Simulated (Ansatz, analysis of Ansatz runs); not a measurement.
# Migration in Y2S2O (P2_1/c): V_O hop (4.0 Å), charge +2, part 2 of 3

Aim: the barrier of one jump in Y2S2O (P2_1/c) at charge +2: V_O hop (4.0 Å). The model is a cell of 40 host atoms with 1 O taken out; O is the atom that moves.

Ansatz 0.2.0; plane-wave PAW DFT, LDA; nudged elastic band between two relaxed defect structures at fixed charge in a uniform background.

So far: Starting point; Relaxation of the start point, charge +2.

**3. Relaxation of the end point, charge +2**

Level of this step: plane-wave PAW DFT, LDA; relaxation of all atoms of a defect supercell at fixed charge in a uniform background (Ansatz).

The end point is relaxed in the same cell and settings, so that the two energies compare.

qp2.end/input.yaml

```yaml
crystal:
  lattice:
    - [-1.13015356, 6.77967323, 6.6421666]
    - [6.96905613, 0.0, 6.61852732]
    - [8.0992097, 6.77967323, -0.02363928]
  atoms:
    - { symbol: "Y", position: [0.41656442, 0.33381268, 0.52911365] }
    - { symbol: "Y", position: [0.91656442, 0.83381268, 0.02911365] }
    - { symbol: "Y", position: [0.02911365, 0.72050926, 0.41656442] }
    - { symbol: "Y", position: [0.52911365, 0.22050926, 0.91656442] }
    - { symbol: "Y", position: [0.08343558, 0.16618732, 0.97088635] }
    - { symbol: "Y", position: [0.58343558, 0.66618732, 0.47088635] }
    - { symbol: "Y", position: [0.47088635, 0.77949074, 0.08343558] }
    - { symbol: "Y", position: [0.97088635, 0.27949074, 0.58343558] }
    - { symbol: "Y", position: [0.05592476, 0.62391369, 0.80025064] }
    - { symbol: "Y", position: [0.55592476, 0.12391369, 0.30025064] }
    - { symbol: "Y", position: [0.30025064, 0.51991091, 0.05592476] }
    - { symbol: "Y", position: [0.80025064, 0.01991091, 0.55592476] }
    - { symbol: "Y", position: [0.44407524, 0.87608631, 0.69974936] }
    - { symbol: "Y", position: [0.94407524, 0.37608631, 0.19974936] }
    - { symbol: "Y", position: [0.19974936, 0.98008909, 0.44407524] }
    - { symbol: "Y", position: [0.69974936, 0.48008909, 0.94407524] }
    - { symbol: S, position: [0.16263204, 0.8073203, 0.11562368] }
    - { symbol: S, position: [0.66263204, 0.3073203, 0.61562368] }
    - { symbol: S, position: [0.23768224, 0.18941516, 0.12924741] }
    - { symbol: S, position: [0.73768224, 0.68941516, 0.62924741] }
    - { symbol: S, position: [0.26231776, 0.31058484, 0.37075259] }
    - { symbol: S, position: [0.76231776, 0.81058484, 0.87075259] }
    - { symbol: S, position: [0.37075259, 0.5563448, 0.76231776] }
    - { symbol: S, position: [0.87075259, 0.0563448, 0.26231776] }
    - { symbol: S, position: [0.11562368, 0.41442398, 0.66263204] }
    - { symbol: S, position: [0.61562368, 0.91442398, 0.16263204] }
    - { symbol: S, position: [0.33736796, 0.6926797, 0.38437632] }
    - { symbol: S, position: [0.83736796, 0.1926797, 0.88437632] }
    - { symbol: S, position: [0.38437632, 0.08557602, 0.83736796] }
    - { symbol: S, position: [0.88437632, 0.58557602, 0.33736796] }
    - { symbol: S, position: [0.12924741, 0.9436552, 0.73768224] }
    - { symbol: S, position: [0.62924741, 0.4436552, 0.23768224] }
    - { symbol: O, position: [0.43980694, 0.91052819, 0.4728954] }
    - { symbol: O, position: [0.93980694, 0.41052819, 0.9728954] }
    - { symbol: O, position: [0.0271046, 0.82323053, 0.56019306] }
    - { symbol: O, position: [0.5271046, 0.32323053, 0.06019306] }
    - { symbol: O, position: [0.06019306, 0.58947181, 0.0271046] }
    - { symbol: O, position: [0.560034, 1.089517, 0.52707] }
    - { symbol: O, position: [0.9728954, 0.17676947, 0.43980694] }
total_charge: 2
basis:
  ecutwfc: 420
  xc_grid: 2
hamiltonian:
  xc: lda
kpoints:
  mp_grid: { grid: [1, 1, 1], shift: [0.25, 0.25, 0.25] }
scf:
  occupations: { method: fixed }
  max_iter: 80
output:
  forces: true
relax:
  f_tol: 0.015
  max_steps: 70
  random_displacement: { amplitude: 0.03, seed: 4607 }
```

On the command line:

```console
> ansatz run input.yaml --threads 4 --pin off --max-ram 7536MiB --backend cpu --events-out ev --progress --plain --runs-dir out
```

The program printed:

```text
[...]
Crystal: 39 atoms, lattice volume = 729.080 Å³
Basis set: ecut = 420 eV, 14223 PW (Γ), exchange–correlation on 128×144×144 points (8 copies of the dense FFT grid, shifted against one another)
Bands: 195, of which v1, the nominal top of the filled ones, is band 156 counted from 1 (155 counted from 0)
Symmetry: 1 space group operations
k-points: 1
[...]
SCF iter   1: F=—  HF=-77835.875562 eV  |F-HF|=—  |Δ(HF+E_count)|=         —  Δρ=1.37e-2  dr2=5.39e0  ethr=1.77e-3  ⟨swp⟩=4.0  Hψ=623  notcnv=0  defer=35
[...]
SCF iter   8: F=-77834.337583 eV  HF=-77834.337584 eV  |F-HF|=1.51e-6  |Δ(HF+E_count)|=   4.67e-6  Δρ=2.25e-5  dr2=3.18e-6  ethr=1.80e-9  ⟨swp⟩=2.0  Hψ=611  notcnv=0
SCF 1 converged in 8 iterations: F = -77834.337583 eV  dr2 = 3.18e-6
[...]
- { symbol: S, position: [0.184515, 0.791005, 0.104985] }
    - { symbol: S, position: [0.658473, 0.315342, 0.610929] }
    - { symbol: S, position: [0.239295, 0.189916, 0.124483] }
    - { symbol: S, position: [0.728665, 0.697650, 0.631042] }
    - { symbol: S, position: [0.260753, 0.291946, 0.389301] }
    - { symbol: S, position: [0.753810, 0.792925, 0.882271] }
    - { symbol: S, position: [0.380600, 0.573549, 0.776979] }
    - { symbol: S, position: [0.879413, 0.053682, 0.260436] }
[...]
- { symbol: S, position: [0.391190, 0.079134, 0.836765] }
    - { symbol: S, position: [0.886059, 0.587440, 0.335484] }
    - { symbol: S, position: [0.117063, 0.942069, 0.735862] }
    - { symbol: S, position: [0.607129, 0.459606, 0.218549] }
    - { symbol: O, position: [0.437168, 0.920474, 0.464581] }
    - { symbol: O, position: [0.943178, 0.404102, 0.971169] }
    - { symbol: O, position: [0.026605, 0.819243, 0.562233] }
    - { symbol: O, position: [0.526779, 0.332251, 0.056961] }
    - { symbol: O, position: [0.055475, 0.578832, 0.033305] }
    - { symbol: O, position: [0.564651, 1.093120, 0.521322] }
    - { symbol: O, position: [0.965430, 0.179110, 0.438081] }
[key lines of the parts left out:]
SCF converged after 5 iterations
Free energy (F): -77836.134206 eV
Fermi energy:    8.932675 eV
```

Run time: 30 s. Hardware: 4 threads of Arm Neoverse V1, shared host; peak memory 1 GiB.

Relaxation path:

```
step  energy less that of the first step (eV)  largest force component (eV/Å)
   1                                   0.0000                          2.2660
   2                                  -1.3348                          0.5767
   3                                  -1.7516                          0.2354
   4                                  -1.7922                          0.1003
   5                                  -1.7964                          0.0208
   6                                  -1.7966                          0.0028
```

The atoms that moved most (Å, from the sites as typed, ahead of the random displacement, the mean shift of all atoms taken out):

```
atom      dx      dy      dz  length
 S23   0.228   0.167   0.184   0.337
 Y11   0.034   0.093  -0.322   0.337
  Y7   0.262   0.117   0.113   0.308
 S32  -0.019  -0.279  -0.036   0.282
 Y13   0.003  -0.237   0.068   0.246
 S17  -0.224   0.077   0.042   0.241
 Y16  -0.171   0.049   0.053   0.185
 S21   0.022   0.116  -0.129   0.175
```

Neighbours of O38 at the end:

```
atom  distance (Å)
 Y13         2.185
 Y12         2.210
 Y10         2.224
  Y1         2.228
 O33         2.796
 S29         3.088
 S21         3.108
 S20         3.162
```

Read from the output:

```
free energy                                                                                       : -77836.1342 eV
largest move from the ideal geometry of this structure, a common shift of the far atoms taken out : 0.3324 Å
```

The relaxation gained 1.797 eV and ended with a largest force component of 0.0028 eV/Å. The end lies 0.017 eV above the start.

[end of part 2 of 3]

[Long decimals in the printed logs are rounded to 6 places.]

[Repeated set-up lines and some long k-point lines are left out of the logs, and relaxed atomic positions are cut to six decimals.]

[Logs are printed without paths, hosts, clocks, repeated set-up lines and the standing remarks that a program may print on its own settings, such as how far it seeks lower states.]

[Hosts, paths, dates, database ids (printed as entryN), source tags and the programs' standing remarks are cut or masked in the printed files.]
